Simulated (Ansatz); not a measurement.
**Work function of Ca(100): what the settings cost and change**

How far do cutoff, k-mesh and smearing move the work function of Ca(100)?

Main program and level: Ansatz 0.2.0; plane-wave DFT, PBE, Ansatz PAW.

Most raw output is cut from this account.

### 1. The structure

The cell holds 7 atoms: 7 Ca. Its edges and angles: a = 3.946 Å, b = 3.946 Å, c = 34.740 Å, α = 90.0°, β = 90.0°, γ = 90.0°. Vacuum lies along c.

### 2. Run, setting cutoff 200 eV

A work function rests on the faint tail of the density, so the SCF threshold is tight. The cutoff is raised first; then mesh and smearing are varied at the default cutoff.

input.yaml

```yaml
crystal:
  lattice:
    - [3.945655839, 0.0, 0.0]
    - [0.0, 3.945655839, 0.0]
    - [0.0, 0.0, 34.74]
  atoms:
    - { symbol: Ca, position: [0.0, 0.0, 0.2590673575] }
    - { symbol: Ca, position: [0.5, 0.5, 0.3393782383] }
    - { symbol: Ca, position: [0.0, 0.0, 0.4196891192] }
    - { symbol: Ca, position: [0.5, 0.5, 0.5] }
    - { symbol: Ca, position: [0.0, 0.0, 0.5803108808] }
    - { symbol: Ca, position: [0.5, 0.5, 0.6606217617] }
    - { symbol: Ca, position: [0.0, 0.0, 0.7409326425] }
kpoints:
  mp_grid: { grid: [10, 10, 1] }
hamiltonian:
  xc: pbe
scf:
  occupations: { method: fermi_dirac, width: 0.1 }
  convergence: { dr2_threshold: 1.0e-09 }
efield:
  axis: 3
  dipole_correction: true
  ramp_position: 0.97
  ramp_width: 0.06
basis:
  ecutwfc: "200 eV"
output:
  write_potential: true
  write_density: true
  volumetric_format: npy
  elf: true
```

Started as:

```console
$ ansatz run input.yaml --threads 2 --pin off --max-ram 3072MiB --backend cpu --events-out ev --progress --plain --runs-dir out
```

It took 30 s on 2 threads of Arm Neoverse N1, shared host; peak memory 0.46 GiB.

This step gave:

```
energy at zero smearing   : -12707.7551 eV
work function, upper face : 2.822 eV
```

Running mean over 2.79 Å of the planar mean; the ramp of the sawtooth is left out. Table of electron's electrostatic potential energy less the Fermi level by z:

z (Å), electron's electrostatic potential energy less the Fermi level (eV) and a bar from the least value:
```
        4       2.81 ##############################
        5       2.77 ##############################
        6       2.56 #############################
        7       1.44 #######################
        8      -1.89 ######
        9      -3.10 
       10      -2.98 #
       11      -2.87 #
       12      -2.87 #
       13      -2.90 #
       14      -2.90 #
       15      -2.90 #
       16      -2.90 #
       17      -2.90 #
       18      -2.90 #
       19      -2.90 #
       20      -2.90 #
       21      -2.90 #
       22      -2.89 #
       23      -2.87 #
       24      -2.89 #
       25      -3.03 
       26      -3.02 
       27      -1.03 ##########
       28       1.92 #########################
       29       2.65 #############################
       30       2.79 ##############################
       31       2.81 ##############################
```

Electrostatic potential energy in the ca plane at fractional y = 0.000, with atoms of Ca within 0.2 Å of it. With pseudopotentials it is smooth inside the atoms' cores, unlike the true potential.

Ten even steps from '0' (-56 eV) to '9' (5 eV), each cell a mean:
```
01689999999985100589999999986200378999999999
35799999999987535789999999997534689999999999
88899999999998888899999999999888899999999999
99999999999999999999999999999999999999999999
99999999999999999999999999999999999999999999
99999999999999999999999999999999999999999999
89999999999999888999999999999988999999999999
67899999999998767899999999998766789999999999
13689999999986212689999999987311578999999999
00589999999984000479999999985100278999999999
```
Columns run along c (16.0 Å, from fractional 0.42 to 0.88 of the cell; values clipped at the 3rd and 97th percentile), rows up along a (3.9 Å). Atoms in or near the plane, at fractional coordinates: Ca at (0.58, 0.00), Ca at (0.74, 0.00).

ELF in the ca plane at fractional y = 0.000, with atoms of Ca within 0.2 Å of it. It is the smooth field of the valence electrons, not physical close to the nuclei.

Values, 6 rows by 16 columns, each cell a mean:
```
0.75 0.20 0.57 0.51 0.25 0.82 0.45 0.37 0.58 0.33 0.54 0.80 0.15 0.12 0.01 0.00
0.22 0.29 0.58 0.56 0.19 0.26 0.15 0.47 0.58 0.44 0.17 0.25 0.12 0.16 0.01 0.00
0.27 0.48 0.48 0.51 0.44 0.24 0.37 0.52 0.44 0.53 0.40 0.33 0.44 0.16 0.01 0.00
0.17 0.44 0.52 0.53 0.37 0.14 0.26 0.53 0.49 0.53 0.27 0.18 0.34 0.16 0.01 0.00
0.39 0.24 0.58 0.54 0.17 0.47 0.20 0.43 0.59 0.39 0.25 0.44 0.09 0.15 0.01 0.00
0.79 0.20 0.58 0.51 0.29 0.83 0.51 0.37 0.59 0.32 0.61 0.82 0.19 0.11 0.01 0.00
```
Columns run along c (16.0 Å, from fractional 0.42 to 0.88 of the cell), rows up along a (3.9 Å). Atoms in or near the plane, at fractional coordinates: Ca at (0.58, 0.00), Ca at (0.74, 0.00).

Valence density in the ca plane at fractional y = 0.000, with atoms of Ca within 0.2 Å of it. It is the smooth field of the valence electrons, not physical close to the nuclei.

Ten steps, logarithmic in the rise over the least value, from '0' (0.0 e/Å³) to '9' (6.2 e/Å³), each cell a mean:
```
98621111111126899631111111125899741000000000
76311111111114676421111111113577520000000000
32111111111111232111111111111233210000000000
11111111111111111111111111111111100000000000
11111111111111111111111111111111100000000000
11111111111111111111111111111111100000000000
11111111111111111111111111111121110000000000
54211111111112454211111111112455310000000000
87521111111125888521111111114788631000000000
99621111111136999731111111126899841000000000
```
Columns run along c (16.0 Å, from fractional 0.42 to 0.88 of the cell), rows up along a (3.9 Å). Atoms in or near the plane, at fractional coordinates: Ca at (0.58, 0.00), Ca at (0.74, 0.00).

The work function is 2.822 eV.

### 3. Run

Changes to input.yaml since step 2:

```diff
@@ -26,3 +26,3 @@
 basis:
-  ecutwfc: "200 eV"
+  ecutwfc: "300 eV"
 output:
@@ -31,2 +31 @@
   volumetric_format: npy
-  elf: true
```

Run time: 46 s. Hardware: 2 threads; peak memory 0.67 GiB; 90 s of CPU time.

The work function is 2.780 eV, -0.042 eV from the run “cutoff 200 eV”, at 1.6 times its CPU time.

### 4. Slab

Changes to input.yaml since step 3:

```diff
@@ -26,3 +26,3 @@
 basis:
-  ecutwfc: "300 eV"
+  ecutwfc: "420 eV"
 output:
```

The job ended after 82 s (2 threads; peak memory 0.95 GiB; 2.7 min of CPU time).

The work function is 2.779 eV, -0.043 eV from the run “cutoff 200 eV”, at 2.8 times its CPU time.

### 5. Slab

Changes to input.yaml since step 4:

```diff
@@ -26,3 +26,3 @@
 basis:
-  ecutwfc: "420 eV"
+  ecutwfc: "600 eV"
 output:
```

It took 2.1 min on 2 threads; peak memory 1.4 GiB; 4.2 min of CPU time.

The work function is 2.780 eV, +0.000 eV from the run “cutoff 420 eV”, at 1.6 times its CPU time.

### 6. Slab

Changes to input.yaml since step 5:

```diff
@@ -14,3 +14,3 @@
 kpoints:
-  mp_grid: { grid: [10, 10, 1] }
+  mp_grid: { grid: [2, 2, 1] }
 hamiltonian:
@@ -25,4 +25,2 @@
   ramp_width: 0.06
-basis:
-  ecutwfc: "600 eV"
 output:
```

It took 8.9 s on 2 threads; peak memory 0.62 GiB; 15 s of CPU time.

The work function is 2.548 eV, -0.232 eV from the run “cutoff 420 eV”, at 0.094 times its CPU time.

### 7. Slab

Changes to input.yaml since step 6:

```diff
@@ -14,3 +14,3 @@
 kpoints:
-  mp_grid: { grid: [2, 2, 1] }
+  mp_grid: { grid: [3, 3, 1] }
 hamiltonian:
```

Wall time 14 s (2 threads); peak memory 0.57 GiB; 23 s of CPU time.

The work function is 2.772 eV, -0.007 eV from the run “cutoff 420 eV”, at 0.14 times its CPU time.

### 8. Run

Changes to input.yaml since step 7:

```diff
@@ -14,3 +14,3 @@
 kpoints:
-  mp_grid: { grid: [3, 3, 1] }
+  mp_grid: { grid: [7, 7, 1] }
 hamiltonian:
```

Run time: 44 s. Hardware: 2 threads; peak memory 0.74 GiB.

The work function is 2.774 eV, -0.005 eV from the run “cutoff 420 eV”, at 0.49 times its CPU time.

### 9. Run

Changes to input.yaml since step 8:

```diff
@@ -14,3 +14,3 @@
 kpoints:
-  mp_grid: { grid: [7, 7, 1] }
+  mp_grid: { grid: [15, 15, 1] }
 hamiltonian:
```

Elapsed: 2.5 min, on 2 threads; peak memory 1.3 GiB.

The work function is 2.782 eV, +0.003 eV from the run “cutoff 420 eV”, at 1.8 times its CPU time.

### 10. Slab

Changes to input.yaml since step 9:

```diff
@@ -14,3 +14,3 @@
 kpoints:
-  mp_grid: { grid: [15, 15, 1] }
+  mp_grid: { grid: [10, 10, 1] }
 hamiltonian:
@@ -18,3 +18,3 @@
 scf:
-  occupations: { method: fermi_dirac, width: 0.1 }
+  occupations: { method: gaussian, width: 0.05 }
   convergence: { dr2_threshold: 1.0e-09 }
```

It took 65 s on 2 threads; peak memory 0.85 GiB; 2.1 min of CPU time.

The work function is 2.754 eV, -0.025 eV from the run “cutoff 420 eV”, at 0.78 times its CPU time.

### 11. Slab

Changes to input.yaml since step 10:

```diff
@@ -18,3 +18,3 @@
 scf:
-  occupations: { method: gaussian, width: 0.05 }
+  occupations: { method: methfessel_paxton, width: 0.2 }
   convergence: { dr2_threshold: 1.0e-09 }
```

Wall time 66 s (2 threads); peak memory 0.85 GiB.

The work function is 2.760 eV, -0.019 eV from the run “cutoff 420 eV”, at 0.80 times its CPU time.

### 12. Slab

Changes to input.yaml since step 11:

```diff
@@ -18,3 +18,3 @@
 scf:
-  occupations: { method: methfessel_paxton, width: 0.2 }
+  occupations: { method: fermi_dirac, width: 0.3 }
   convergence: { dr2_threshold: 1.0e-09 }
```

Wall time 1.9 min (2 threads); peak memory 1.2 GiB; 3.8 min of CPU time.

The work function is 3.029 eV, +0.250 eV from the run “cutoff 420 eV”, at 1.4 times its CPU time.

### 13. Slab

Changes to input.yaml since step 12:

```diff
@@ -18,3 +18,3 @@
 scf:
-  occupations: { method: fermi_dirac, width: 0.3 }
+  occupations: { method: cold, width: 0.1 }
   convergence: { dr2_threshold: 1.0e-09 }
```

Wall time 68 s (2 threads); peak memory 0.85 GiB; 2.2 min of CPU time.

The work function is 2.748 eV, -0.031 eV from the run “cutoff 420 eV”, at 0.80 times its CPU time.

### 14. Side by side

Times are for 2 threads of Arm Neoverse N1, shared host. The series side by side:

| no. | setting | work function, upper face (eV) | time | memory (GiB) |
| --- | --- | --- | --- | --- |
| 1 | cutoff 200 eV | 2.822 | 30 s | 0.46 |
| 2 | cutoff 300 eV | 2.780 | 46 s | 0.67 |
| 3 | cutoff 420 eV | 2.779 | 82 s | 0.95 |
| 4 | cutoff 600 eV | 2.780 | 2.1 min | 1.4 |
| 5 | mesh 2x2 | 2.548 | 8.9 s | 0.62 |
| 6 | mesh 3x3 | 2.772 | 14 s | 0.57 |
| 7 | mesh 7x7 | 2.774 | 44 s | 0.74 |
| 8 | mesh 15x15 | 2.782 | 2.5 min | 1.3 |
| 9 | Gaussian smearing 0.05 eV | 2.754 | 65 s | 0.85 |
| 10 | methfessel_paxton smearing 0.2 eV | 2.760 | 66 s | 0.85 |
| 11 | fermi_dirac smearing 0.3 eV | 3.029 | 1.9 min | 1.2 |
| 12 | cold smearing 0.1 eV | 2.748 | 68 s | 0.85 |

### 15. The same run with other settings

This step: plane-wave DFT, PBE, Ansatz PAW, but for the change named below (Ansatz 0.2.0).

An input spoilt on purpose, to show how the run answers: it repeats the earlier run “cutoff 200 eV” with hamiltonian.xc from pbe to b3-lyp, and scf.max_iter set to 80; its output block differs too.

Changes to input.yaml since step 13:

```diff
@@ -16,6 +16,7 @@
 hamiltonian:
-  xc: pbe
+  xc: b3-lyp
 scf:
-  occupations: { method: cold, width: 0.1 }
+  occupations: { method: fermi_dirac, width: 0.1 }
   convergence: { dr2_threshold: 1.0e-09 }
+  max_iter: 80
 efield:
@@ -25,2 +26,4 @@
   ramp_width: 0.06
+basis:
+  ecutwfc: "200 eV"
 output:
```

Elapsed: 0.02 s, on 2 threads; peak memory 0.07 GiB.

The program refused the input before any cycle.

The program's message: “Error: YAML parse error: error: line 17 column 7: hamiltonian.xc: unknown variant `b3-lyp`, expected one of `lda`, `lda-pw`, `pw92`, `pbe`, `pbesol`, `rpbe`, `revpbe`, `blyp`, `pbe0`, `revpbe0`, `b3ly …”

The fault put into the input: an unknown functional.

### 16. Outcome

```
work function, cutoff 420 eV               : 2.779 eV
work function, cutoff 600 eV               : 2.780 eV
work function, mesh 2x2                    : 2.548 eV
work function, fermi_dirac smearing 0.3 eV : 3.029 eV
```

The run at the highest cutoff gives 2.78 eV, and the settings tried spread the value from 2.55 to 3.03 eV. Against 600 eV, a cutoff of 200 eV is off by +0.042 eV. Against 600 eV, a cutoff of 420 eV is off by -0.000 eV. Against the finest mesh, 15 points along a, the coarser ones are off by -0.23 (2), -0.01 (3) and -0.01 (7) eV. The smearing schemes and widths spread it over 0.28 eV. The ladder's slabs use the tabulated experimental lattice constant (two decimals; a low-temperature value for the alkali metals).

[Logs are printed without paths, hosts, clocks, repeated set-up lines and the standing remarks that a program may print on its own settings, such as how far it seeks lower states.]

[Hosts, paths, dates, database ids (printed as entryN), source tags and the programs' standing remarks are cut or masked in the printed files.]

[Maps of the electrostatic potential energy from Ansatz leave out the sawtooth potential of an applied field or a dipole correction, so their vacuum need not be flat; planar profiles and work functions include it.]
